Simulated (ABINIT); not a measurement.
# A GW chain in ABINIT: WS2 (Tungstenite), part 3 of 3

How does a plane-wave GW calculation on WS2 (Tungstenite) run from the first input to the gap?

ABINIT 10.8.3; LDA and many-body steps on it, plane waves. Known limits of the many-body steps: not at the basis limit; no spin-orbit coupling; coarse k mesh.

So far. Step 3 (Bands along the symmetry lines): The gap is 0.908 eV, as in the run before at this level. Step 4 (Empty states on the mesh, 3×3×1 mesh, 380 bands): On this mesh the gap is 1.264 eV. The earlier step found 0.908 eV, so this mesh misses an edge.

### 5. Screening, 3×3×1 mesh, 346 bands, screening to 179.6 eV

The RPA dielectric matrix is built and inverted for each q.

This step: RPA screening on LDA, plane waves, norm-conserving pseudopotentials.

run.abi

```
acell 3*1.0 Angstrom
rprim 
  3.153199999992 0.000000000002 0.000000000000
  -1.576599999998 2.730751303206 0.000000000000
  0.000000000000 0.000000000000 12.323000000000
ntypat 2
znucl 74 16
natom 6
typat 1 1 2 2 2 2
xred 
  0.333333333333 0.666666666667 0.250000000000
  0.666666666667 0.333333333333 0.750000000000
  0.333333333333 0.666666666667 0.622500000000
  0.666666666667 0.333333333333 0.122500000000
  0.333333333333 0.666666666667 0.877500000000
  0.666666666667 0.333333333333 0.377500000000
pp_dirpath "pseudos"
pseudos "W.upf, S.upf"
ecut 29
ngkpt 3 3 1
nshiftk 1
shiftk 0 0 0
kptopt 1
chksymbreak 0
istwfk *1
occopt 1
irdwfk 1
optdriver 3
nband 346
ecuteps 6.6
inclvkb 2
awtr 1
symchi 1
indata_prefix "in"
outdata_prefix "out"
tmpdata_prefix "tmp"
```

Run with:

```bash
> OMP_NUM_THREADS=1 mpirun -n 4 abinit run.abi > log
```

Numbers of over 12 decimals in the logs are rounded to 6 here.

Log:

```text
.Version 10.8.3 of ABINIT. v10.8.2 released Aug 2026.

 Symmetries : space group P6_3/m m c (#194); Bravais hP (primitive hexag.)
[... echo of the input left out ...]
== DATASET  1 ==================================================================
-   mpi_nproc: 4, omp_nthreads: 1 (-1 if OMP is not activated)

--- !DatasetInfo
iteration_state: {dtset: 1, }
dimensions: {natom: 6, nkpt: 3, mband: 346, nsppol: 1, nspinor: 1, nspden: 1, mpw: 5373, }
cutoff_energies: {ecut:  29.0, pawecutdg:  -1.0, }
electrons: {nelect:   5.20000000E+01, charge:   0.00000000E+00, occopt:   1.00000000E+00, tsmear:   1.00000000E-02, }

 SCREENING: Calculation of the susceptibility and dielectric matrices

 Based on a program developped by R.W. Godby, V. Olevano, G. Onida, and L. Reining.
 Incorporated in ABINIT by V. Olevano, G.-M. Rignanese, and M. Torrent.
.Using double precision arithmetic ; gwpc =  8

[... cell and pseudopotentials left out ...]
--------------------------------------------------------------------------------

 ==== K-mesh for the wavefunctions ====
 Number of points in the irreducible wedge :     3
[... list of points left out ...]
 Together with 24 symmetry operations and time-reversal symmetry
 yields     9 points in the full Brillouin Zone.

 ==== Q-mesh for the screening function ====
 Number of points in the irreducible wedge :     3
[... list of points left out ...]
 Together with 24 symmetry operations and time-reversal symmetry
 yields     9 points in the full Brillouin Zone.

 setmesh: FFT mesh size selected  =    20x   20x   90
          total number of points  =        36000

 vcoul_init : cutoff-mode = AUXILIARY_FUNCTION
 q-points for optical limit:   1
     1)      0.000010    0.000020    0.000030

- screening: taking advantage of time-reversal symmetry
- Maximum band index for partially occupied states nbvw = 26
- Remaining bands to be divided among processors   nbcw = 320
- Number of bands treated by each node ~80

 Number of electrons calculated from density =   52.0000; Expected =   52.0000
 average of density, n =  0.072620
 r_s =    1.4869
 omega_plasma =   25.9946 [eV]

 calculating chi0 at frequencies [eV] :
  1    0.000000E+00    0.000000E+00
  2    0.000000E+00    2.599465E+01

--------------------------------------------------------------------------------
  q-point number  1        q = ( 0.000000, 0.000000, 0.000000) [r.l.u.]
--------------------------------------------------------------------------------
[... chi0 elements left out ...]
 For q-point:  0.000010 0.000020 0.000030
  dielectric constant =  17.6859
  dielectric constant without local fields =  19.8339

  Average fulfillment of the sum rule on Im[epsilon] for q-point    1 :     92.41  [%]
[... wings left out ...]
  q-point number  2        q = ( 0.333333, 0.000000, 0.000000) [r.l.u.]
--------------------------------------------------------------------------------
[... chi0 elements left out ...]
  Average fulfillment of the sum rule on Im[epsilon] for q-point    2 :     90.85  [%]

 [... 1 further q-points ...]
```

Run time: 83 s. Hardware: 4 MPI ranks of Arm Neoverse V1, shared host; peak memory 1.4 GiB.

This step gave:

```yaml
eps_infinity_with_local_fields_on_this_mesh_along_the_program_s_q_direction: 17.69
the_same_without_local_fields: 19.83
plasma_frequency: 25.99 eV
plane_waves_in_the_screening_matrix: 573
```

Local fields lower ε∞ by 11 %. On a Γ-centred mesh this coarse the value itself is usually too large, while a short band sum pulls it down.

### 6. Self-energy, 3×3×1 mesh, 346 bands, screening to 179.6 eV

The self-energy is evaluated for the states that the input lists, and the levels follow from it, in one-shot runs by the linearised quasiparticle equation.

This step: G0W0 on LDA, plane waves, norm-conserving pseudopotentials.

run.abi: that of step 5 with these lines changed.

```diff
@@ -27,8 +27,17 @@
 irdwfk 1
-optdriver 3
+optdriver 4
 nband 346
+gwcalctyp 0
+ecutsigx 29
+symsigma 1
+nkptgw 2
+kptgw 
+  0.0000000000 0.0000000000 0.0000000000
+  0.3333333333 0.3333333333 0.0000000000
+bdgw 
+  25 28
+  25 28
 ecuteps 6.6
-inclvkb 2
-awtr 1
-symchi 1
+irdscr 1
+ppmodel 1
 indata_prefix "in"
```

Log:

```text
.Version 10.8.3 of ABINIT. v10.8.2 released Aug 2026.

 Symmetries : space group P6_3/m m c (#194); Bravais hP (primitive hexag.)
[... echo of the input left out ...]
== DATASET  1 ==================================================================
-   mpi_nproc: 4, omp_nthreads: 1 (-1 if OMP is not activated)

--- !DatasetInfo
iteration_state: {dtset: 1, }
dimensions: {natom: 6, nkpt: 3, mband: 346, nsppol: 1, nspinor: 1, nspden: 1, mpw: 5373, }
cutoff_energies: {ecut:  29.0, pawecutdg:  -1.0, }
electrons: {nelect:   5.20000000E+01, charge:   0.00000000E+00, occopt:   1.00000000E+00, tsmear:   1.00000000E-02, }

 SIGMA: Calculation of the GW corrections

 Based on a program developped by R.W. Godby, V. Olevano, G. Onida, and L. Reining.
 Incorporated in ABINIT by V. Olevano, G.-M. Rignanese, and M. Torrent.
.Using double precision arithmetic ; gwpc =  8

[... cell and pseudopotentials left out ...]
--------------------------------------------------------------------------------

 ==== K-mesh for the wavefunctions ====
 Number of points in the irreducible wedge :     3
[... list of points left out ...]
 Together with 24 symmetry operations and time-reversal symmetry
 yields     9 points in the full Brillouin Zone.

 ==== Q-mesh for screening function ====
 Number of points in the irreducible wedge :     3
[... list of points left out ...]
 Together with 24 symmetry operations and time-reversal symmetry
 yields     9 points in the full Brillouin Zone.

 vcoul_init : cutoff-mode = AUXILIARY_FUNCTION
 q-points for optical limit:   1
     1)      0.000010    0.000020    0.000030
 setmesh: FFT mesh size selected  =    25x   25x  120
          total number of points  =        75000

 Number of electrons calculated from density =   52.0000; Expected =   52.0000
 average of density, n =  0.072620
 r_s =    1.4869
 omega_plasma =   25.9946 [eV]

 === KS Band Gaps ===
  >>>> For spin  1
   Minimum direct gap =   1.8128 [eV], located at k-point      :   0.3333  0.3333  0.0000
   Fundamental gap    =   1.2635 [eV], Top of valence bands at :   0.0000  0.0000  0.0000
                                       Bottom of conduction at :   0.3333  0.3333  0.0000
 SIGMA fundamental parameters:
 PLASMON POLE MODEL  1
 number of plane-waves for SigmaX                 5343
 number of plane-waves for SigmaC and W            573
 number of plane-waves for wavefunctions          5343
 number of bands                                   346
 number of independent spin polarizations            1
 number of spinorial components                      1
 number of k-points in IBZ                           3
 number of q-points in IBZ                           3
 number of symmetry operations                      24
 number of k-points in BZ                            9
 number of q-points in BZ                            9
 number of frequencies for dSigma/dE                 9
 frequency step for dSigma/dE [eV]                0.25
 number of omega for Sigma on real axis              0
 max omega for Sigma on real axis  [eV]           0.00
 zcut for avoiding poles [eV]                     0.10

 EPSILON^-1 parameters (SCR file):
 dimension of the eps^-1 matrix on file            573
 dimension of the eps^-1 matrix used               573
 number of plane-waves for wavefunctions          5343
 number of bands                                   346
 number of q-points in IBZ                           3
 number of frequencies                               2
 number of real frequencies                          1
 number of imag frequencies                          1

 matrix elements of self-energy operator (all in [eV])

 Perturbative Calculation

--- !SelfEnergy_ee
iteration_state: {dtset: 1, }
kpoint     : [   0.000,    0.000,    0.000, ]
spin       : 1
KS_gap     :    2.295
QP_gap     :    2.767
Delta_QP_KS:    0.472
data: !SigmaeeData |
     Band     E0 <VxcDFT>   SigX SigC(E0)      Z dSigC/dE  Sig(E)    E-E0       E
       25   8.048 -14.523 -15.635   0.960   0.785  -0.274 -14.642  -0.119   7.928
       26   9.323 -15.563 -16.410   0.658   0.780  -0.282 -15.711  -0.148   9.175
       27  11.617 -15.184 -10.324  -4.445   0.782  -0.278 -14.859   0.325  11.942
       28  11.617 -15.184 -10.324  -4.445   0.782  -0.278 -14.859   0.325  11.942

--- !SelfEnergy_ee
iteration_state: {dtset: 1, }
kpoint     : [   0.333,    0.333,    0.000, ]
spin       : 1
KS_gap     :    1.813
QP_gap     :    2.506
Delta_QP_KS:    0.693
data: !SigmaeeData |
     Band     E0 <VxcDFT>   SigX SigC(E0)      Z dSigC/dE  Sig(E)    E-E0       E
       25   8.555 -15.104 -16.283   1.023   0.783  -0.278 -15.226  -0.122   8.432
       26   8.773 -15.526 -16.660   0.985   0.781  -0.280 -15.643  -0.117   8.656
       27  10.586 -16.447 -11.235  -4.475   0.781  -0.280 -15.871   0.576  11.162
       28  10.586 -16.447 -11.235  -4.475   0.781  -0.280 -15.871   0.576  11.162

== END DATASET(S) ==============================================================
================================================================================

 -outvars: echo values of variables after computation  --------
           etotal      0.0000000000E+00
            nband         346
             nkpt           3
          spgroup         194
 [... the other variables as echoed above ...]

 Calculation completed.
```

Elapsed: 42 s, on 4 MPI ranks; peak memory 1.3 GiB; 2.8 min of CPU time.

This step gave:

```
G0W0 gap on the points computed              : 1.987 eV
starting gap on the mesh                     : 1.264 eV
k of the valence top                         : 0, 0, 0
k of the conduction bottom                   : 0.3333, 0.3333, 0
Z at the valence top                         : 0.78
Z at the conduction bottom                   : 0.781
least direct G0W0 gap on the computed points : 2.506 eV
```

The gap on the mesh goes from 1.26 eV to 1.99 eV, a correction of +0.72 eV. The start differs from the 0.91 eV found before because the two sample other k points.

Limits: finite bands, cutoff and mesh; no spin-orbit coupling; coarse k mesh. v1 is the top filled band, c1 the lowest empty one. Levels before and after the correction, in eV, zero at the valence-band top of each column:

```csv
,conduction bottom,valence top
Kohn-Sham,1.26,0.00
G0W0,1.99,0.00
```

```csv
,level,energy (eV)
Kohn-Sham,Γ v2,-1.275
Kohn-Sham,Γ v1,0.000
Kohn-Sham,Γ c1-c2,2.295
Kohn-Sham,(0.333 0.333 0) v2,-0.768
Kohn-Sham,(0.333 0.333 0) v1,-0.549
Kohn-Sham,(0.333 0.333 0) c1-c2,1.264
G0W0,Γ v2,-1.247
G0W0,Γ v1,0.000
G0W0,Γ c1-c2,2.767
G0W0,(0.333 0.333 0) v2,-0.743
G0W0,(0.333 0.333 0) v1,-0.519
G0W0,(0.333 0.333 0) c1-c2,1.987
```

### 7. Where the time went

Times are wall times on the hardware named with each run, good to a factor of about two.

```csv
step,time,share,memory (GiB)
ground state,37 s,9 %,0.36
bands along the symmetry lines,76 s,20 %,0.51
empty states on the mesh,2.5 min,39 %,0.4
screening,83 s,21 %,1.4
self-energy,42 s,11 %,1.3
```

### 8. Summary of results

```
LDA gap                              : 0.91 eV, indirect
G0W0 gap on the mesh                 : 1.99 eV
G0W0 gap over the zone (rigid shift) : 1.63 eV
GW settings                          : 3×3×1 mesh, 346 bands, screening to 179.6 eV, Godby-Needs plasmon pole
known limits                         : not at the basis limit; no spin-orbit coupling; coarse k mesh
```

G0W0 moves the gap on the mesh from 1.26 eV to 1.99 eV (+0.72 eV), with Z of 0.78 and 0.78 at the edges. The mesh misses the band edges by 0.36 eV in all; a rigid shift gives 1.63 eV for the zone. Local fields lower the RPA ε∞ on this mesh from 19.83 to 17.69; a Γ-centred mesh this coarse tends to raise both, most where the direct gap is narrow, while a short band sum lowers them. Only 2 of the mesh's irreducible points were corrected, so a valley elsewhere could overtake. The dearest step here is «empty states on the mesh». Bands and cutoff are finite, so the gap is not at the basis limit. The miss can reach some tenths of an eV and take either sign; the mesh is an error of its own. In the G0W0 run levels were corrected at 2 k points alone, so a gap called «on the mesh» is the least over those, and an edge elsewhere would be missed. A denser mesh or path gives a starting gap of 0.91 eV: the GW mesh misses a band edge, so its gaps are not the fundamental one. The 3×3×1 mesh is coarse for this cell, which bears on the long-range parts of exchange and screening. The many-body steps are scalar-relativistic: spin-orbit coupling is not in them.

[Paths, hosts, dates, memory and timing lines, banners, echoed tables and standing remarks are left out of the program output.]

[Logs are printed without paths, hosts, clocks, repeated set-up lines and the standing remarks that a program may print on its own settings, such as how far it seeks lower states.]

[Runs of the session that timed out or met a known fault of the program may be left out.]

[Hosts, paths, dates, database ids (printed as entryN), source tags and the programs' standing remarks are cut or masked in the printed files.]

[G0W0 gaps are taken among the corrected bands and points alone; a level outside them can change the order at an edge.]

[Where Ansatz stands beside ABINIT at settings called matched, ABINIT's density can come from a denser mesh and the files from another edition; pairs whose starting gaps differed by over 0.03 eV were left out, so agreement reads better than it is.]
